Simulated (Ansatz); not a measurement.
## Optical response of CaIn2As2

What colour and refractive index does CaIn2As2 have at this level of theory?

Calculated with Ansatz 0.2.0; DFT, PBE, plane-wave PAW, default files, scalar-relativistic, independent-particle optical response without local fields.

**1. Starting point**

The structure is hexagonal, space group P6_3/mmc (No. 194). The conventional cell has a = 4.148 Å, b = 4.148 Å, c = 17.726 Å, α = 90.00°, β = 90.00°, γ = 120.00°. Nearest to In lie 3 As at 2.68 Å and 1 In at 2.77 Å. Nearest to As lie 3 In at 2.68 Å and 3 Ca at 3.02 Å. Ca has 6 As at 3.02 Å nearest. Farther neighbours are not listed.

**2. Ground state and bands**

First the ground state: is it a metal or has it a gap?

This step: DFT, PBE, plane-wave PAW, default files, scalar-relativistic, ground state (Ansatz 0.2.0).

input.yaml reads:

```yaml
crystal:
  lattice:
    - [4.1482014809, 0.0, 0.0]
    - [-2.0741007405, 3.5924478625, 0.0]
    - [0.0, 0.0, 17.726]
  atoms:
    - { symbol: In, position: [0.6666666667, 0.3333333333, 0.82802] }
    - { symbol: In, position: [0.3333333333, 0.6666666667, 0.32802] }
    - { symbol: In, position: [0.6666666667, 0.3333333333, 0.67198] }
    - { symbol: In, position: [0.3333333333, 0.6666666667, 0.17198] }
    - { symbol: As, position: [0.6666666667, 0.3333333333, 0.39638] }
    - { symbol: As, position: [0.3333333333, 0.6666666667, 0.89638] }
    - { symbol: As, position: [0.6666666667, 0.3333333333, 0.10362] }
    - { symbol: As, position: [0.3333333333, 0.6666666667, 0.60362] }
    - { symbol: Ca, position: [0.0, 0.0, 0.5] }
    - { symbol: Ca, position: [0.0, 0.0, 0.0] }
kpoints:
  mp_grid: { grid: [6, 6, 2] }
  band_path:
    path:
      - [[0.0, 0.0, 0.0], [0.5, 0.0, 0.0], [0.33333333, 0.33333333, 0.0], [0.0, 0.0, 0.0], [0.0, 0.0, 0.5], [0.5, 0.0, 0.5], [0.33333333, 0.33333333, 0.5], [0.0, 0.0, 0.5]]
      - [[0.5, 0.0, 0.5], [0.5, 0.0, 0.0]]
      - [[0.33333333, 0.33333333, 0.0], [0.33333333, 0.33333333, 0.5]]
    npoints: 6
scf:
  occupations: { method: fermi_dirac, width: 0.05 }
  n_extra_bands: 14
hamiltonian:
  xc: pbe
  pseudopotentials: { kind: paw }
output:
  forces: true
  stress: true
  populations: true
  write_bands: true
```

Started as:

```sh
> ansatz run input.yaml --threads 4 --pin off --max-ram 8192MiB --backend cpu --events-out ev --progress --plain --runs-dir out
```

Numbers of over 12 decimals in the logs are rounded to 6 here.

The log of the run:

```text
scf.n_extra_bands = 14 over 66 filled bands (N_el = 132.0): the run solves 80 bands
Engine: ansatz 0.2.0, x86_64-unknown-linux-gnu
Pseudopotentials: kind: paw
Pseudopotential: In, paw, valence charge 13, recommended cutoff 420 eV (normal), In.paw.azcp
Pseudopotential: As, paw, valence charge 15, recommended cutoff 420 eV (normal), As.paw.azcp
Pseudopotential: Ca, paw, valence charge 10, recommended cutoff 420 eV (normal), Ca.paw.azcp
Functional definition: PBE
  parameter kappa = 0.804
  parameter beta = 0.066725
  exchange = pbe_x(kappa = kappa, mu = beta*pi^2/3)
  correlation = pbe_c(beta = beta)
Crystal: 10 atoms, lattice volume = 264.156 Å³
Basis set: ecut = 420 eV, 5093 PW (Γ), exchange–correlation on 60×60×240 points (8 copies of the dense FFT grid, shifted against one another)
Bands: 80, of which v1, the nominal top of the filled ones, is band 66 counted from 1 (65 counted from 0)
Symmetry: 24 space group operations
Space group: P63/mmc (ITA 194), of the structure as read, at distance tolerance 6.4e-5 Å
k-points: 14 of 72
Non-local potential: In, projectors of the file, l = 0: 2, l = 1: 2, l = 2: 2, l = 3: 2
Non-local potential: As, projectors of the file, l = 0: 2, l = 1: 2, l = 2: 3, l = 3: 1
Non-local potential: Ca, projectors of the file, l = 0: 3, l = 1: 2, l = 2: 2
PAW form: soft (Blöchl's): semilocal exchange-correlation on the pseudo side does not see the compensation charge
PAW one-centre angular grid: In, 590 points (default); XC on 64 Gauss nodes
PAW one-centre angular grid: As, 590 points (default); XC on 64 Gauss nodes
PAW one-centre angular grid: Ca, 110 points (default); XC on 64 Gauss nodes
Initial density: superposition of atomic densities (neutral atoms: chi_scale 0, normalization atom), corrected by the library's trained network
Initial wavefunctions: pseudopotential atomic-orbital guess
Functional: x = pbe(κ = 0.804, μ = 0.219515), c = pbe(β = 0.066725)
SCF iter   1: F=—  HF=-45455.530503 eV  |F-HF|=—  |Δ(HF+E_count)|=         —  Δρ=2.98e-3  dr2=5.80e-2  ethr=1.77e-3  ⟨swp⟩=8.4  Hψ=4713  notcnv=0  defer=7
preconditioner: auto → LDOS  [metal: Δε(μ)=0.074 eV  Ē_g=12.786 eV  σ=0.050 eV  W_gap=0.35  n_scr=66 (ndim 8)  ℏωp=19.9 eV  f_vac=0.041  D(μ)=0.28/eV (n_scr^D=2)  β→1.0]
SCF iter   2: F=—  HF=-45455.610950 eV  |F-HF|=—  |Δ(HF+E_count)|=   8.04e-2  Δρ=4.16e-3  dr2=5.01e-1  ethr=4.39e-5  ⟨swp⟩=3.1  Hψ=2349  notcnv=0  defer=70
SCF iter   3: F=—  HF=-45455.532648 eV  |F-HF|=—  |Δ(HF+E_count)|=   7.83e-2  Δρ=1.19e-3  dr2=2.90e-2  ethr=4.39e-5  ⟨swp⟩=4.4  Hψ=2470  notcnv=0  defer=70
SCF iter   4: F=—  HF=-45455.527535 eV  |F-HF|=—  |Δ(HF+E_count)|=   5.11e-3  Δρ=2.09e-4  dr2=2.42e-4  ethr=2.20e-5  ⟨swp⟩=2.5  Hψ=1450  notcnv=0  defer=62
SCF iter   5: F=—  HF=-45455.527452 eV  |F-HF|=—  |Δ(HF+E_count)|=   8.31e-5  Δρ=4.61e-5  dr2=6.09e-6  ethr=1.83e-7  ⟨swp⟩=2.0  Hψ=1944  notcnv=0  defer=62
SCF iter   6: F=—  HF=-45455.527161 eV  |F-HF|=—  |Δ(HF+E_count)|=   2.91e-4  Δρ=1.61e-5  dr2=1.18e-6  ethr=4.62e-9  ⟨swp⟩=2.0  Hψ=1980  notcnv=0  defer=62
SCF iter   7: F=—  HF=-45455.527161 eV  |F-HF|=—  |Δ(HF+E_count)|=   3.16e-7  Δρ=4.96e-6  dr2=1.83e-7  ethr=8.93e-10  ⟨swp⟩=2.0  Hψ=1580  notcnv=0  defer=62
SCF iter   8: F=-45455.527161 eV  HF=-45455.527161 eV  |F-HF|=3.59e-9  |Δ(HF+E_count)|=   2.08e-8  Δρ=1.05e-6  dr2=2.85e-9  ethr=7.58e-11  ⟨swp⟩=9.6  Hψ=4435  notcnv=0
SCF 1 converged in 8 iterations: F = -45455.527161 eV  dr2 = 2.85e-9
  greatest PAW one-centre occupation: 0.999 electrons in one spin orbital (limit 2), on the As atom at site 7 (counted from 0), in its partial waves of l = 2
NSCF: frozen V_eff on 57 k-points
SCF converged after 8 iterations
Free energy (F): -45455.527161 eV
Harris-Foulkes:  -45455.527161 eV  (|F-HF|=3.59e-9)
Internal energy: -45455.525018 eV  (E = F + TS)
E sigma→0 (E₀):  -45455.526090 eV
Entropy (-TS):   -0.002143 eV (-0.214 meV/atom)
Fermi energy:    9.186490 eV
--- Per-component energies (eV) ---
  E_band       = -1430.748069
  E_kinetic    = 1945.637448
  E_local      = -14195.833855  (includes V_loc(G=0)·N_el)
  E_nonlocal   = -1087.998684
  E_hartree    = 6691.452620
  E_xc         = -1456.305724
  E_vxc        = -1061.702662  (∫ρ·V_xc dr)
  E_paw        = -25676.638482  (= ΣΔE_a)
  E_vpaw       = -413.756318  (= ΣTr[D̂ρ^β])
  E_aug_tail   = 0.000123  (compensation charges beyond the density's cutoff)
  E_ewald      = -11675.838466
  E_smearing   = -0.002143  (= −TS)
  E_closure    = -0.000000  (closes the sum)
  Σ components = -45455.527161   (vs F -45455.527161, Δ=0.00e0)
--- Forces (eV/Å), atoms counted from 1 ---
  atom   1  In    -0.00000000    -0.00000000     0.01740293
  atom   2  In     0.00000000     0.00000000     0.01740293
  atom   3  In    -0.00000000    -0.00000000    -0.01740293
  atom   4  In     0.00000000     0.00000000    -0.01740293
  atom   5  As    -0.00000000    -0.00000000     0.22910394
  atom   6  As     0.00000000     0.00000000     0.22910394
  atom   7  As    -0.00000000    -0.00000000    -0.22910394
  atom   8  As     0.00000000     0.00000000    -0.22910394
  atom   9  Ca     0.00000000    -0.00000000     0.00000000
  atom  10  Ca     0.00000000     0.00000000     0.00000000
  max |Σ_I F_I| component: 1.85e-17 eV/Å
--- Stress (GPa, compression-positive) ---
        2.614969      -0.000000      -0.000000
       -0.000000       2.614969       0.000000
       -0.000000       0.000000       2.193430
  P = ⅓ Tr σ = 2.4745 GPa (24.745 kbar)
--- Band table (eV; the first three rows and the last of 14) ---
  k-point 0: bands = [... 62 lower, 8.2026, 8.3321, 8.3321, 9.1582, 9.2266, 10.2986, 10.3116, 10.3603, ... 10 higher]
  k-point 1: bands = [... 62 lower, 8.2705, 8.2705, 8.2705, 8.2705, 10.0414, 10.0414, 10.3488, 10.3488, ... 10 higher]
  k-point 2: bands = [... 62 lower, 7.6912, 7.7052, 7.8642, 8.6744, 10.1357, 10.5517, 10.5822, 11.0843, ... 10 higher]
  k-point 13: bands = [... 62 lower, 6.5218, 6.5218, 7.0571, 7.0571, 10.2439, 10.2439, 10.4315, 10.4315, ... 10 higher]
--- Löwdin populations: 10 sites ---
  site symbol       q [e]
     0     In     12.8582
     1     In     12.8582
     2     In     12.8582
     3     In     12.8582
     4     As     15.7770
     5     As     15.7770
     6     As     15.7770
     7     As     15.7770
     8     Ca      8.3778
     9     Ca      8.3778
  spilling = 0.005330 (of n_electrons = 132.000000)
```

Run time: 11 s. Hardware: 4 threads of Intel Xeon Platinum 8259CL at 2.50GHz (Skylake/Cascade Lake), shared host; peak memory 1.2 GiB.

Read-outs, printed or worked out from the files:

| Item | Value |
| --- | --- |
| free energy | -45455.5272 eV |
| Fermi energy | 9.186 eV |
| electrons | 132 |
| symmetry operations | 24 |
| pressure | 2.474 GPa |
| volume | 264.2 Å³ |
| gap on the path | 0.06833 eV |
| least direct gap on the path | 0.06833 eV |

The gap, 0.07 eV, is so small that the occupations stay smeared, and the carriers that the smearing makes get a Drude term. The cell is left with a pressure of 2.5 GPa and forces up to 0.23 eV/Å, as it stands unrelaxed at this level.

Electronic bands along the path, in eV, zero at the Fermi level; v1 is the highest filled band, c1 the lowest empty one:

```
    point     v4     v3     v2     v1    c1    c2    c3    c4
        Γ  -0.98  -0.85  -0.85  -0.03  0.04  1.11  1.12  1.17
  halfway  -1.87  -1.67  -1.48  -1.01  0.93  1.01  1.26  1.52
        M  -2.41  -2.34  -2.17  -1.69  0.20  0.70  0.75  1.02
  halfway  -2.56  -2.45  -2.37  -1.87  0.72  1.29  1.34  1.50
        K  -2.37  -2.37  -2.34  -2.34  0.94  1.11  1.11  1.73
  halfway  -2.35  -1.93  -1.38  -1.23  1.23  1.25  1.53  2.17
        Γ  -0.98  -0.85  -0.85  -0.03  0.04  1.11  1.12  1.17
  halfway  -0.96  -0.87  -0.87  -0.59  0.51  1.04  1.15  1.17
        A  -0.92  -0.92  -0.92  -0.92  0.85  0.85  1.16  1.16
  halfway  -1.74  -1.74  -1.15  -1.15  1.05  1.05  1.22  1.22
        L  -2.23  -2.23  -2.12  -2.12  0.65  0.65  0.91  0.91
  halfway  -2.55  -2.55  -2.06  -2.06  0.99  0.99  1.41  1.41
        H  -2.67  -2.67  -2.13  -2.13  1.06  1.06  1.25  1.25
  halfway  -2.31  -2.31  -1.24  -1.24  1.21  1.21  1.90  1.90
        A  -0.92  -0.92  -0.92  -0.92  0.85  0.85  1.16  1.16
jump to L  -2.23  -2.23  -2.12  -2.12  0.65  0.65  0.91  0.91
  halfway  -2.43  -2.29  -2.19  -1.82  0.36  0.75  0.76  1.03
        M  -2.41  -2.34  -2.17  -1.69  0.20  0.70  0.75  1.02
jump to K  -2.37  -2.37  -2.34  -2.34  0.94  1.11  1.11  1.73
  halfway  -2.54  -2.54  -2.19  -2.19  1.02  1.08  1.08  1.55
        H  -2.67  -2.67  -2.13  -2.13  1.06  1.06  1.25  1.25
```

**3. Spectrum**

With the density converged, the vertical transitions are summed over the zone.

This step: DFT, PBE, plane-wave PAW, default files, scalar-relativistic, independent-particle optical response without local fields (Ansatz 0.2.0).

input.yaml, the sections that differ from step 2:

```yaml
kpoints:
  mp_grid: { grid: [6, 6, 2] }
scf:
  occupations: { method: fermi_dirac, width: 0.05 }
output:
  optics:
    e_range: [0, 14]
    de: 0.05
    sigma: 0.1
    drude_damping: 0.1
    nscf_kmesh: { grid: [6, 6, 2] }
    bands: { spectra_wanted_up_to: 14 }
# crystal, hamiltonian: as in step 2
```

The log of the run:

```text
[...]
Crystal: 10 atoms, lattice volume = 264.156 Å³
Basis set: ecut = 420 eV, 5093 PW (Γ)
Bands: 80, of which v1, the nominal top of the filled ones, is band 66 counted from 1 (65 counted from 0)
Symmetry: 24 space group operations
[...]
k-points: 14 of 72
[...]
SCF iter   1: F=—  HF=-45455.530457 eV  |F-HF|=—  |Δ(HF+E_count)|=         —  Δρ=2.98e-3  dr2=5.80e-2  ethr=1.77e-3  ⟨swp⟩=8.4  Hψ=4713  notcnv=0  defer=7
[...]
SCF iter  10: F=-45455.527146 eV  HF=-45455.527146 eV  |F-HF|=7.28e-12  |Δ(HF+E_count)|=  8.73e-11  Δρ=6.23e-8  dr2=6.06e-12  ethr=1.00e-12  ⟨swp⟩=7.7  Hψ=4117  notcnv=0
SCF 1 converged in 10 iterations: F = -45455.527146 eV  dr2 = 6.06e-12
[...]
NSCF: frozen V_eff on 14 k-points
output.optics: what the bands over the 162 summed would add to eps1, eps2 and the energy-loss function is held between a lower and an upper bound (8 Lanczos steps). eps1, eps2 and their loss function (loss_summed_bands) are given on every row as the summed bands alone make them. Along an axis, on a row where the two bounds hold the loss function to about 1 % of the greater of itself and 0.5 % of |1/eps|, its cell (loss_completed) is given, with the completed eps1 and eps2 that it is formed of (a cell that is left empty reads nan in the table and null in the record). The two bounds hold it so along every axis on all 280 rows up to 14.000 eV. [rest of the remark cut]
SCF converged after 10 iterations
Free energy (F): -45455.527146 eV
[...]
Internal energy: -45455.525003 eV  (E = F + TS)
E sigma→0 (E₀):  -45455.526075 eV
Entropy (-TS):   -0.002143 eV (-0.214 meV/atom)
Fermi energy:    9.186485 eV
[...]
--- Band table (eV; the first three rows and the last of 14) ---
  k-point 0: bands = [... 62 lower, 8.2026, 8.3321, 8.3321, 9.1582, 9.2266, 10.2986, 10.3116, 10.3603, ... 10 higher]
  k-point 1: bands = [... 62 lower, 8.2705, 8.2705, 8.2705, 8.2705, 10.0414, 10.0414, 10.3487, 10.3487, ... 10 higher]
  k-point 2: bands = [... 62 lower, 7.6912, 7.7052, 7.8642, 8.6744, 10.1357, 10.5517, 10.5822, 11.0843, ... 10 higher]
  k-point 13: bands = [... 62 lower, 6.5218, 6.5218, 7.0571, 7.0571, 10.2438, 10.2438, 10.4315, 10.4315, ... 10 higher]
```

The job ended after 9.9 min (4 threads; peak memory 2.3 GiB).

Numbers from this step:

```
main peak of the optical conductivity above 1 eV, first axis : 3.385 eV
Drude plasma energy, first axis                              : 0.1882 eV
bands summed                                                 : 162
spectra valid up to                                          : 21.79 eV
program's estimate of the k-sum error in Im epsilon          : 0.09 %
electrons in the f-sum                                       : 61.58
```

The Im ε by photon energy; read off at these points:

```
photon energy (eV)  E ∥ x or y  E ∥ z
              0.50       0.531   3.67
              1.00       0.855   3.34
              1.50        2.12   4.24
              2.00        4.84   12.0
              2.50        11.0   29.3
              3.00        24.7   17.3
              3.30        34.0   13.7
              3.50        30.4   10.9
              4.00        15.0   10.4
              4.50        10.9   12.0
              5.00        7.70   10.4
              5.50        6.96   6.25
              6.00        4.22   3.83
              6.50        3.54   2.81
              7.00        2.44   2.80
              7.50        1.92   2.99
              8.00        1.71   1.98
              8.50        1.25   1.99
              9.00        1.14   1.65
              9.50        1.05   1.19
             10.00       0.924  0.902
             10.50       0.706  0.753
             11.00       0.618  0.552
             11.50       0.497  0.543
             12.00       0.461  0.518
             12.50       0.396  0.495
             13.00       0.356  0.437
             13.50       0.304  0.355
             14.00       0.276  0.329
```

Table of Re ε by photon energy:

```csv
photon energy (eV),E ∥ x or y,E ∥ z
0.5,14.0,15.0
1.0,15.3,16.0
1.5,17.0,18.1
2.0,20.4,25.2
2.5,23.2,12.7
3.0,17.3,2.00
3.5,-5.03,-0.357
4.0,-7.92,0.898
4.5,-6.16,1.12
5.0,-4.86,-5.51
5.5,-5.02,-4.69
6.0,-4.80,-3.78
6.5,-4.04,-2.66
7.0,-3.15,-1.69
7.5,-2.49,-1.95
8.0,-2.09,-2.06
8.5,-1.61,-1.39
9.0,-1.33,-1.41
9.5,-1.06,-1.43
10.0,-0.973,-1.02
10.5,-0.762,-0.854
11.0,-0.568,-0.550
11.5,-0.419,-0.338
12.0,-0.240,-0.139
12.5,-0.134,-0.0854
13.0,-0.0125,0.00856
13.5,0.107,0.0816
14.0,0.209,0.234
```

Values under 1 per cm are given as 1. The absorption coefficient by photon energy:

```csv
photon energy (eV),E ∥ x or y (1/cm),E ∥ z (1/cm)
0.5,3597,23820
1.0,11066,42110
1.5,39012,75151
2.0,1.1e5,2.4e5
2.5,2.8e5,7.9e5
3.0,7.7e5,8.4e5
3.5,1.5e6,8.4e5
4.0,1.4e6,8.9e5
4.5,1.4e6,1.1e6
5.0,1.3e6,1.5e6
5.5,1.5e6,1.4e6
6.0,1.4e6,1.3e6
6.5,1.4e6,1.2e6
7.0,1.3e6,1.1e6
7.5,1.3e6,1.3e6
8.0,1.3e6,1.3e6
8.5,1.2e6,1.2e6
9.0,1.1e6,1.2e6
9.5,1.1e6,1.2e6
10.0,1.1e6,1.1e6
10.5,1.0e6,1.1e6
11.0,9.4e5,9.1e5
11.5,8.5e5,8.1e5
12.0,7.5e5,7.1e5
12.5,6.7e5,6.9e5
13.0,5.7e5,6.1e5
13.5,4.5e5,5.1e5
14.0,3.7e5,4.1e5
```

The loss function −Im 1/ε at q → 0 has structure finer than the step of the table below, so its rows give means over 0.5 eV, whole bins alone (the curve runs from 0.3 to 14 eV). Peaks (eV: height): E ∥ x or y 13.30: 3.04; E ∥ z 13.50: 2.68.

Loss function −Im 1/ε at q → 0 against energy loss; means over each step:

```
energy loss (eV)  E ∥ x or y   E ∥ z
             1.0     0.00385  0.0126
             1.5     0.00721  0.0121
             2.0      0.0112  0.0158
             2.5      0.0163  0.0310
             3.0      0.0250  0.0553
             3.5      0.0337  0.0852
             4.0      0.0540  0.0895
             4.5      0.0717  0.0798
             5.0      0.0910  0.0751
             5.5      0.0958  0.0979
             6.0       0.107   0.130
             6.5       0.126   0.182
             7.0       0.151   0.245
             7.5       0.193   0.231
             8.0       0.228   0.252
             8.5       0.296   0.336
             9.0       0.370   0.348
             9.5       0.463   0.349
            10.0       0.509   0.488
            10.5       0.649   0.580
            11.0       0.877   0.935
            11.5        1.20    1.38
            12.0        1.72    1.75
            12.5        2.29    1.97
            13.0        2.83    2.27
            13.5        2.87    2.53
```

Table of refractive index n and extinction k by photon energy:

```csv
photon energy (eV),"n, E ∥ x or y","k, E ∥ x or y","n, E ∥ z","k, E ∥ z"
1,3.91,0.109,4.02,0.415
2,4.55,0.532,5.15,1.16
3,4.88,2.54,3.12,2.78
4,2.12,3.53,2.38,2.19
5,1.46,2.64,1.77,2.94
6,0.892,2.37,0.894,2.14
7,0.646,1.89,0.889,1.58
8,0.552,1.55,0.632,1.57
9,0.461,1.24,0.618,1.34
10,0.429,1.08,0.413,1.09
11,0.368,0.839,0.339,0.815
12,0.374,0.617,0.446,0.581
13,0.414,0.429,0.472,0.463
14,0.527,0.262,0.565,0.291
```

Optical constants at common wavelengths, from n + ik = √ε:

```
wavelength (nm)  n xy   k xy  R (%) xy  1/α xy   n z    k z  R (%) z   1/α z
           1550  3.82  0.075      34.3  1.6 µm  3.96  0.409     36.1  302 nm
           1064  3.98  0.161      35.9  526 nm  4.08  0.433     37.2  195 nm
            633  4.51  0.489      41.0  103 nm  5.10  1.012     46.7   50 nm
            532  4.80  0.930      44.4   45 nm  5.07  2.319     52.0   18 nm
            450  5.50  1.953      52.2   18 nm  3.31  3.215     54.2   11 nm
            365  4.17  4.031      61.2  7.2 nm  2.26  2.593     47.9   11 nm
            193  0.87  2.176      57.9  7.1 nm  0.76  1.883     54.3  8.2 nm
```

A polished face would reflect 46 % of daylight and look faintly blue (CIE x = 0.299, y = 0.315 under D65).

**4. Results**

| Property | Result |
| --- | --- |
| gap on the path | 0.0683 eV |
| least direct gap on the path | 0.0683 eV |
| main peak of the optical conductivity above 1 eV, first axis | 3.38 eV |
| Drude plasma energy, first axis | 0.188 eV |

**Reading.** At this level (PBE, independent particles) CaIn2As2 is a semimetal or has a tiny gap, with few carriers whose number hangs on mesh and smearing, and a Drude plasma energy of 0.2 eV along x, 0.2 eV along y and 0.5 eV along z; it reflects 44 % at 550 nm for E ∥ x. Along x the bare Drude plasma energy is 0.2 eV; Re ε first rises through zero at 13.06 eV, higher, since interband strength adds to the carriers'. A polished face would reflect 46 % of daylight and look faintly blue (CIE x = 0.299, y = 0.315 under D65). In the base run ε includes the program's bounded estimate of what the bands above those summed add. The carriers' damping of 0.1 eV is typed, not computed; at 0.8 eV the carriers give 1 % of Im ε along the first axis; the rest comes from the sum over bands, which at low energy also holds close bands and the noise of the mesh. Spin-orbit coupling is left out although heavy atoms are present. The gap is so small that the smearing puts carriers across it; at a true gap they would be absent, and excitons are missing too. The Fermi-Dirac width of 0.05 eV acts as an electron temperature of 580 K in the carriers' term.

[Logs are printed without paths, hosts, clocks, repeated set-up lines and the standing remarks that a program may print on its own settings, such as how far it seeks lower states.]

[Hosts, paths, dates, database ids (printed as entryN), source tags and the programs' standing remarks are cut or masked in the printed files.]
